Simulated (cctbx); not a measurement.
## What resolution and counting buy: CaYb

Space group C2 (no. 5), a = 10.8300 Å, b = 6.4990 Å, c = 7.0690 Å, α = 90.00°, β = 122.57°, γ = 90.00°.

| atom | mult. | x | y | z | Ueq (Å²) |
| --- | --- | --- | --- | --- | --- |
| Yb1 | 2 | 1/2 | 0.9808 | 1/2 | 0.0112 |
| Yb2 | 4 | 0.6587 | 0.3419 | 0.9956 | 0.0098 |
| Ca1 | 4 | 0.6699 | 0.5035 | 0.4941 | 0.0177 |
| Ca2 | 2 | 0 | 0.3338 | 0 | 0.0147 |

The model was made for the exercise: a known structure type with other elements put in, its volume estimated, not relaxed; displacement parameters are assumed.

Five simulated data sets (cctbx; Mo Kα, λ = 0.71073 Å; 4 % proportional error) differ in resolution or exposure (noise floor 4 counts in the first three, 8 in the last two). Each is refined with the right model, isotropic at 1.1 Å and anisotropic otherwise. How do the figures of merit and the uncertainties move?

| d min (Å) | top counts | ⟨I/σ⟩ (unmerged, absences included) | unique | param. (scale apart) | Rint | R1 | GooF | largest s.u. xyz (fractional) | s.u. U of Ca1 (Å²) | largest error (Å) |
| --- | --- | --- | --- | --- | --- | --- | --- | --- | --- | --- |
| 1.1 | 20000 | 9.5 | 297 | 12 | 0.022 | 0.0162 | 1.01 | 0.00142 | 0.0010 | 0.0120 |
| 0.84 | 20000 | 8.5 | 684 | 28 | 0.022 | 0.0176 | 0.95 | 0.00173 | 0.0010 | 0.0257 |
| 0.6 | 20000 | 7.6 | 1842 | 28 | 0.027 | 0.0197 | 0.96 | 0.00075 | 0.0004 | 0.0214 |
| 0.75 | 300 | 1.2 | 959 | 28 | 0.182 | 0.0900 | 0.94 | 0.01003 | 0.0101 | 0.0709 |
| 0.75 | 3000 | 4.7 | 959 | 28 | 0.041 | 0.0323 | 0.94 | 0.00258 | 0.0016 | 0.0227 |

The number of reflections grows roughly as 1/d³: 297, 684 and 1842 here. R1 follows the noise rather than the truth: at 300 counts it is 0.0900, at 3000 counts 0.0323, while GooF is 0.94 and 0.94: the weights 1/σ² carry the noise. The s.u. of U (U11 where anisotropic) for Ca1 goes 0.0010, 0.0010, 0.0004 Å² with resolution and 0.0101, 0.0016 Å² with exposure.

Hardware for the 0.6 Å refinement: 0.64 s on 1 thread of Arm Neoverse V2, on a shared host, peak memory 0.09 GiB.
